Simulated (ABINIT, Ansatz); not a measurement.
## Converging GW for Cs2H6Pt (Fm-3m) in ABINIT

What does each rung of G0W0 on Cs2H6Pt (Fm-3m) cost, and what does it buy?

Method: LDA and many-body steps on it, plane waves, in ABINIT 10.8.3.

## 1. Starting point

Symmetry: Fm-3m, No. 225, cubic system. The conventional cell has a = 8.972 Å, b = 8.972 Å, c = 8.972 Å, α = 90.00°, β = 90.00°, γ = 90.00°. Nearest to Cs lie 12 H at 3.23 Å. Nearest to H lie 1 Pt at 1.64 Å and 4 H at 2.32 Å and 4 Cs at 3.23 Å. Nearest to Pt lie 6 H at 1.64 Å. Farther neighbours are not listed.

The cell and positions are those that the Materials Project relaxed with its own functionals (PBE, PBE+U or r2SCAN), kept fixed. Spin-orbit coupling is left out unless a step names it.

## 2. Empty states on the mesh, 2×2×2 mesh, 344 bands

This step: ABINIT 10.8.3; DFT, LDA, plane waves, norm-conserving pseudopotentials.

The sums over transitions need many empty states on a uniform mesh; this step solves for them.

The input, run.abi:

```
acell 3*1.0 Angstrom
rprim 
  0.000000000000 4.486174700000 4.486174700000
  4.486174700000 0.000000000000 4.486174700000
  4.486174700000 4.486174700000 0.000000000000
ntypat 3
znucl 55 1 78
natom 9
typat 1 1 2 2 2 2 2 2 3
xred 
  0.750000000000 0.750000000000 0.750000000000
  0.250000000000 0.250000000000 0.250000000000
  0.816861770000 0.816861770000 0.183138230000
  0.183138230000 0.816861770000 0.183138230000
  0.816861770000 0.183138230000 0.183138230000
  0.183138230000 0.183138230000 0.816861770000
  0.816861770000 0.183138230000 0.816861770000
  0.183138230000 0.816861770000 0.816861770000
  0.000000000000 0.000000000000 0.000000000000
pp_dirpath "pseudos"
pseudos "Cs.upf, H.upf, Pt.upf"
ecut 34
ngkpt 2 2 2
nshiftk 1
shiftk 0 0 0
kptopt 1
chksymbreak 0
iscf -2
irdden 1
istwfk *1
nband 344
nbdbuf 30
tolwfr 1e-09
nstep 60
prtvol 0
indata_prefix "in"
outdata_prefix "out"
tmpdata_prefix "tmp"
```

On the command line:

```console
$ OMP_NUM_THREADS=1 mpirun -n 4 abinit run.abi > log
```

Numbers of over 12 decimals in the logs are rounded to 6 here.

The program printed:

```text
.Version 10.8.3 of ABINIT. v10.8.2 released Aug 2026.

 Symmetries : space group Fm -3 m (#225); Bravais cF (face-center cubic)
[... echo of the input left out ...]
== DATASET  1 ==================================================================
-   mpi_nproc: 4, omp_nthreads: 1 (-1 if OMP is not activated)
-    --> not optimal distribution: autoparal keyword recommended in input file <--

--- !DatasetInfo
iteration_state: {dtset: 1, }
dimensions: {natom: 9, nkpt: 3, mband: 344, nsppol: 1, nspinor: 1, nspden: 1, mpw: 11618, }
cutoff_energies: {ecut:  34.0, pawecutdg:  -1.0, }
[...]
2.84080    2.87096    2.87097    2.87099    2.88528    2.88529    2.88541    2.88743
   2.88753    2.88763    2.88836    2.89186    2.89206    2.89328    2.91243    2.91958
 prteigrs : prtvol=0 or 1, do not print more k-points.

== END DATASET(S) ==============================================================
================================================================================

 -outvars: echo values of variables after computation  --------
            nband         344
             nkpt           3
          spgroup         225
 [... the other variables as echoed above ...]

 Calculation completed.
```

Run time: 5.6 min. Hardware: 4 MPI ranks of Arm Neoverse V1, shared host; peak memory 0.58 GiB.

This step gave:

* gap: 3.620 eV
* k of the valence top: 0.5, 0.5, 0
* k of the conduction bottom: 0.5, 0.5, 0
* least direct gap: 3.620 eV
* k points computed: 3
* lowest point of the top converged band, above the valence top: 73.8253 eV

On this mesh the gap is 3.620 eV.

The density comes from a self-consistent run that is not shown.

## 3. Screening, 2×2×2 mesh, 57 bands, screening to 62.6 eV

The RPA dielectric matrix is built and inverted for each q.

This step: RPA screening on LDA, plane waves, norm-conserving pseudopotentials.

run.abi, as its differences from that of step 2:

```diff
@@ -27,10 +27,11 @@
 chksymbreak 0
-iscf -2
-irdden 1
 istwfk *1
-nband 344
-nbdbuf 30
-tolwfr 1e-09
-nstep 60
-prtvol 0
+occopt 1
+irdwfk 1
+optdriver 3
+nband 57
+ecuteps 2.3
+inclvkb 2
+awtr 1
+symchi 1
 indata_prefix "in"
```

The program printed:

```text
.Version 10.8.3 of ABINIT. v10.8.2 released Aug 2026.

 Symmetries : space group Fm -3 m (#225); Bravais cF (face-center cubic)
[... echo of the input left out ...]
== DATASET  1 ==================================================================
-   mpi_nproc: 4, omp_nthreads: 1 (-1 if OMP is not activated)

--- !DatasetInfo
iteration_state: {dtset: 1, }
dimensions: {natom: 9, nkpt: 3, mband: 57, nsppol: 1, nspinor: 1, nspden: 1, mpw: 11618, }
cutoff_energies: {ecut:  34.0, pawecutdg:  -1.0, }
electrons: {nelect:   4.20000000E+01, charge:   0.00000000E+00, occopt:   1.00000000E+00, tsmear:   1.00000000E-02, }

 SCREENING: Calculation of the susceptibility and dielectric matrices

 Based on a program developped by R.W. Godby, V. Olevano, G. Onida, and L. Reining.
 Incorporated in ABINIT by V. Olevano, G.-M. Rignanese, and M. Torrent.
.Using double precision arithmetic ; gwpc =  8

[... cell and pseudopotentials left out ...]
--------------------------------------------------------------------------------

 ==== K-mesh for the wavefunctions ====
 Number of points in the irreducible wedge :     3
[... list of points left out ...]
 Together with 48 symmetry operations and time-reversal symmetry
 yields     8 points in the full Brillouin Zone.

 ==== Q-mesh for the screening function ====
 Number of points in the irreducible wedge :     3
[... list of points left out ...]
 Together with 48 symmetry operations and time-reversal symmetry
 yields     8 points in the full Brillouin Zone.

 setmesh: FFT mesh size selected  =    40x   40x   40
          total number of points  =        64000

 vcoul_init : cutoff-mode = AUXILIARY_FUNCTION
 q-points for optical limit:   1
     1)      0.000010    0.000020    0.000030

- screening: taking advantage of time-reversal symmetry
- Maximum band index for partially occupied states nbvw = 21
- Remaining bands to be divided among processors   nbcw = 36
- Number of bands treated by each node ~9

 Number of electrons calculated from density =   42.0000; Expected =   42.0000
 average of density, n =  0.034466
 r_s =    1.9062
 omega_plasma =   17.9082 [eV]

 calculating chi0 at frequencies [eV] :
  1    0.000000E+00    0.000000E+00
  2    0.000000E+00    1.790823E+01

--------------------------------------------------------------------------------
  q-point number  1        q = ( 0.000000, 0.000000, 0.000000) [r.l.u.]
--------------------------------------------------------------------------------
[... chi0 elements left out ...]
 For q-point:  0.000010 0.000020 0.000030
  dielectric constant =   2.7538
  dielectric constant without local fields =   3.4767

  Average fulfillment of the sum rule on Im[epsilon] for q-point    1 :     34.98  [%]
[... wings left out ...]
  q-point number  2        q = ( 0.500000, 0.000000, 0.000000) [r.l.u.]
--------------------------------------------------------------------------------
[... chi0 elements left out ...]
  Average fulfillment of the sum rule on Im[epsilon] for q-point    2 :     45.45  [%]

 [... 1 further q-points ...]
```

Run time: 13 s. Hardware: 4 MPI ranks; peak memory 1.6 GiB; 52 s of CPU time.

This step gave:

* ε∞ with local fields, on this mesh, along the program's q direction: 2.754
* the same without local fields: 3.477
* plasma frequency: 17.91 eV
* plane waves in the screening matrix: 181

Local fields lower ε∞ by 21 %. On a Γ-centred mesh this coarse the value itself is usually too large, while a short band sum pulls it down.

## 4. 57 bands, 62.6 eV

The self-energy is evaluated for the states that the input lists, and the levels follow from it, in one-shot runs by the linearised quasiparticle equation.

This step: G0W0 on LDA, plane waves, norm-conserving pseudopotentials.

run.abi, as its differences from that of step 3:

```diff
@@ -30,8 +30,17 @@
 irdwfk 1
-optdriver 3
+optdriver 4
 nband 57
+gwcalctyp 0
+ecutsigx 34
+symsigma 1
+nkptgw 2
+kptgw 
+  0.5000000000 0.5000000000 0.0000000000
+  0.0000000000 0.0000000000 0.0000000000
+bdgw 
+  20 23
+  19 24
 ecuteps 2.3
-inclvkb 2
-awtr 1
-symchi 1
+irdscr 1
+ppmodel 1
 indata_prefix "in"
```

The program printed:

```text
.Version 10.8.3 of ABINIT. v10.8.2 released Aug 2026.

 Symmetries : space group Fm -3 m (#225); Bravais cF (face-center cubic)
[... echo of the input left out ...]
== DATASET  1 ==================================================================
-   mpi_nproc: 4, omp_nthreads: 1 (-1 if OMP is not activated)

--- !DatasetInfo
iteration_state: {dtset: 1, }
dimensions: {natom: 9, nkpt: 3, mband: 57, nsppol: 1, nspinor: 1, nspden: 1, mpw: 11618, }
cutoff_energies: {ecut:  34.0, pawecutdg:  -1.0, }
electrons: {nelect:   4.20000000E+01, charge:   0.00000000E+00, occopt:   1.00000000E+00, tsmear:   1.00000000E-02, }

 SIGMA: Calculation of the GW corrections

 Based on a program developped by R.W. Godby, V. Olevano, G. Onida, and L. Reining.
 Incorporated in ABINIT by V. Olevano, G.-M. Rignanese, and M. Torrent.
.Using double precision arithmetic ; gwpc =  8

[... cell and pseudopotentials left out ...]
--------------------------------------------------------------------------------

 ==== K-mesh for the wavefunctions ====
 Number of points in the irreducible wedge :     3
[... list of points left out ...]
 Together with 48 symmetry operations and time-reversal symmetry
 yields     8 points in the full Brillouin Zone.

 ==== Q-mesh for screening function ====
 Number of points in the irreducible wedge :     3
[... list of points left out ...]
 Together with 48 symmetry operations and time-reversal symmetry
 yields     8 points in the full Brillouin Zone.

 vcoul_init : cutoff-mode = AUXILIARY_FUNCTION
 q-points for optical limit:   1
     1)      0.000010    0.000020    0.000030
 setmesh: FFT mesh size selected  =    64x   64x   64
          total number of points  =       262144

 Number of electrons calculated from density =   42.0000; Expected =   42.0000
 average of density, n =  0.034466
 r_s =    1.9062
 omega_plasma =   17.9082 [eV]

 === KS Band Gaps ===
  >>>> For spin  1
   Minimum direct gap =   3.6197 [eV], located at k-point      :   0.5000  0.5000  0.0000
   Fundamental gap    =   3.6197 [eV], Top of valence bands at :   0.5000  0.5000  0.0000
                                       Bottom of conduction at :   0.5000  0.5000  0.0000
 SIGMA fundamental parameters:
 PLASMON POLE MODEL  1
 number of plane-waves for SigmaX                11575
 number of plane-waves for SigmaC and W            181
 number of plane-waves for wavefunctions         11575
 number of bands                                    57
 number of independent spin polarizations            1
 number of spinorial components                      1
 number of k-points in IBZ                           3
 number of q-points in IBZ                           3
 number of symmetry operations                      48
 number of k-points in BZ                            8
 number of q-points in BZ                            8
 number of frequencies for dSigma/dE                 9
 frequency step for dSigma/dE [eV]                0.25
 number of omega for Sigma on real axis              0
 max omega for Sigma on real axis  [eV]           0.00
 zcut for avoiding poles [eV]                     0.10

 EPSILON^-1 parameters (SCR file):
 dimension of the eps^-1 matrix on file            181
 dimension of the eps^-1 matrix used               181
 number of plane-waves for wavefunctions         11575
 number of bands                                    57
 number of q-points in IBZ                           3
 number of frequencies                               2
 number of real frequencies                          1
 number of imag frequencies                          1

 matrix elements of self-energy operator (all in [eV])

 Perturbative Calculation

--- !SelfEnergy_ee
iteration_state: {dtset: 1, }
kpoint     : [   0.500,    0.500,    0.000, ]
spin       : 1
KS_gap     :    3.620
QP_gap     :    5.621
Delta_QP_KS:    2.001
data: !SigmaeeData |
     Band     E0 <VxcDFT>   SigX SigC(E0)      Z dSigC/dE  Sig(E)    E-E0       E
       20   0.336 -11.632 -14.548   2.336   0.823  -0.215 -12.110  -0.478  -0.142
       21   0.336 -11.632 -14.548   2.336   0.823  -0.215 -12.110  -0.478  -0.142
       22   3.956  -8.855  -5.241  -1.842   0.859  -0.164  -7.332   1.523   5.479
       23   5.729  -8.392  -4.051  -2.184   0.863  -0.158  -6.530   1.862   7.591

--- !SelfEnergy_ee
iteration_state: {dtset: 1, }
kpoint     : [   0.000,    0.000,    0.000, ]
spin       : 1
KS_gap     :    4.672
QP_gap     :    6.691
Delta_QP_KS:    2.020
data: !SigmaeeData |
     Band     E0 <VxcDFT>   SigX SigC(E0)      Z dSigC/dE  Sig(E)    E-E0       E
       19  -0.196 -10.896 -13.856   2.287   0.819  -0.221 -11.447  -0.550  -0.747
       20  -0.196 -10.896 -13.856   2.287   0.819  -0.221 -11.447  -0.551  -0.747
       21  -0.196 -10.896 -13.856   2.287   0.819  -0.221 -11.447  -0.550  -0.747
       22   4.475  -6.657  -2.750  -2.218   0.870  -0.149  -5.187   1.469   5.945
       23   4.998 -10.532  -6.242  -1.966   0.853  -0.173  -8.550   1.982   6.980
       24   4.998 -10.532  -6.242  -1.966   0.853  -0.173  -8.550   1.982   6.980

== END DATASET(S) ==============================================================
================================================================================

 -outvars: echo values of variables after computation  --------
           etotal      0.0000000000E+00
            nband          57
             nkpt           3
          spgroup         225
 [... the other variables as echoed above ...]

 Calculation completed.
```

Run time: 6.2 s. Hardware: 4 MPI ranks; peak memory 1.1 GiB; 24 s of CPU time.

This step gave:

| Quantity | Value |
| --- | --- |
| G0W0 gap on the points computed | 5.621 eV |
| starting gap on the mesh | 3.620 eV |
| k of the valence top | 0.5, 0.5, 0 |
| k of the conduction bottom | 0.5, 0.5, 0 |
| Z at the valence top | 0.823 |
| Z at the conduction bottom | 0.859 |
| least direct G0W0 gap on the computed points | 5.621 eV |

The gap on the mesh goes from 3.62 eV to 5.62 eV, a correction of +2.00 eV.

## 5. Screening, 2×2×2 mesh, 140 bands, screening to 114.3 eV

This step: RPA screening on LDA, plane waves, norm-conserving pseudopotentials.

run.abi, as its differences from that of step 4:

```diff
@@ -30,17 +30,8 @@
 irdwfk 1
-optdriver 4
-nband 57
-gwcalctyp 0
-ecutsigx 34
-symsigma 1
-nkptgw 2
-kptgw 
-  0.5000000000 0.5000000000 0.0000000000
-  0.0000000000 0.0000000000 0.0000000000
-bdgw 
-  20 23
-  19 24
-ecuteps 2.3
-irdscr 1
-ppmodel 1
+optdriver 3
+nband 140
+ecuteps 4.2
+inclvkb 2
+awtr 1
+symchi 1
 indata_prefix "in"
```

The program printed:

```text
.Version 10.8.3 of ABINIT. v10.8.2 released Aug 2026.

 Symmetries : space group Fm -3 m (#225); Bravais cF (face-center cubic)
[... echo of the input left out ...]
== DATASET  1 ==================================================================
-   mpi_nproc: 4, omp_nthreads: 1 (-1 if OMP is not activated)

--- !DatasetInfo
iteration_state: {dtset: 1, }
dimensions: {natom: 9, nkpt: 3, mband: 140, nsppol: 1, nspinor: 1, nspden: 1, mpw: 11618, }
cutoff_energies: {ecut:  34.0, pawecutdg:  -1.0, }
electrons: {nelect:   4.20000000E+01, charge:   0.00000000E+00, occopt:   1.00000000E+00, tsmear:   1.00000000E-02, }

 SCREENING: Calculation of the susceptibility and dielectric matrices

 Based on a program developped by R.W. Godby, V. Olevano, G. Onida, and L. Reining.
 Incorporated in ABINIT by V. Olevano, G.-M. Rignanese, and M. Torrent.
.Using double precision arithmetic ; gwpc =  8

[... cell and pseudopotentials left out ...]
--------------------------------------------------------------------------------

 ==== K-mesh for the wavefunctions ====
 Number of points in the irreducible wedge :     3
[... list of points left out ...]
 Together with 48 symmetry operations and time-reversal symmetry
 yields     8 points in the full Brillouin Zone.

 ==== Q-mesh for the screening function ====
 Number of points in the irreducible wedge :     3
[... list of points left out ...]
 Together with 48 symmetry operations and time-reversal symmetry
 yields     8 points in the full Brillouin Zone.

 setmesh: FFT mesh size selected  =    45x   45x   45
          total number of points  =        91125

 vcoul_init : cutoff-mode = AUXILIARY_FUNCTION
 q-points for optical limit:   1
     1)      0.000010    0.000020    0.000030

- screening: taking advantage of time-reversal symmetry
- Maximum band index for partially occupied states nbvw = 21
- Remaining bands to be divided among processors   nbcw = 119
- Number of bands treated by each node ~29

 Number of electrons calculated from density =   42.0000; Expected =   42.0000
 average of density, n =  0.034466
 r_s =    1.9062
 omega_plasma =   17.9082 [eV]

 calculating chi0 at frequencies [eV] :
  1    0.000000E+00    0.000000E+00
  2    0.000000E+00    1.790823E+01

--------------------------------------------------------------------------------
  q-point number  1        q = ( 0.000000, 0.000000, 0.000000) [r.l.u.]
--------------------------------------------------------------------------------
[... chi0 elements left out ...]
 For q-point:  0.000010 0.000020 0.000030
  dielectric constant =   2.7677
  dielectric constant without local fields =   3.5872

  Average fulfillment of the sum rule on Im[epsilon] for q-point    1 :     65.26  [%]
[... wings left out ...]
  q-point number  2        q = ( 0.500000, 0.000000, 0.000000) [r.l.u.]
--------------------------------------------------------------------------------
[... chi0 elements left out ...]
  Average fulfillment of the sum rule on Im[epsilon] for q-point    2 :     72.78  [%]

 [... 1 further q-points ...]
```

Run time: 42 s. Hardware: 4 MPI ranks; peak memory 2.2 GiB.

This step gave:

```yaml
eps_infinity_with_local_fields_on_this_mesh_along_the_program_s_q_direction: 2.768
the_same_without_local_fields: 3.587
plasma_frequency: 17.91 eV
plane_waves_in_the_screening_matrix: 531
```

(Continued in part 2 of 2.)

[Paths, hosts, dates, memory and timing lines, banners, echoed tables and standing remarks are left out of the program output.]

[Logs are printed without paths, hosts, clocks, repeated set-up lines and the standing remarks that a program may print on its own settings, such as how far it seeks lower states.]

[Runs of the session that timed out or met a known fault of the program may be left out.]

[No measured gap is set beside runs whose start may be inverted or whose files or cutoffs have a known fault.]

[Hosts, paths, dates, database ids (printed as entryN), source tags and the programs' standing remarks are cut or masked in the printed files.]

[G0W0 gaps are taken among the corrected bands and points alone; a level outside them can change the order at an edge.]

[Where Ansatz stands beside ABINIT at settings called matched, ABINIT's density can come from a denser mesh and the files from another edition; pairs whose starting gaps differed by over 0.03 eV were left out, so agreement reads better than it is.]
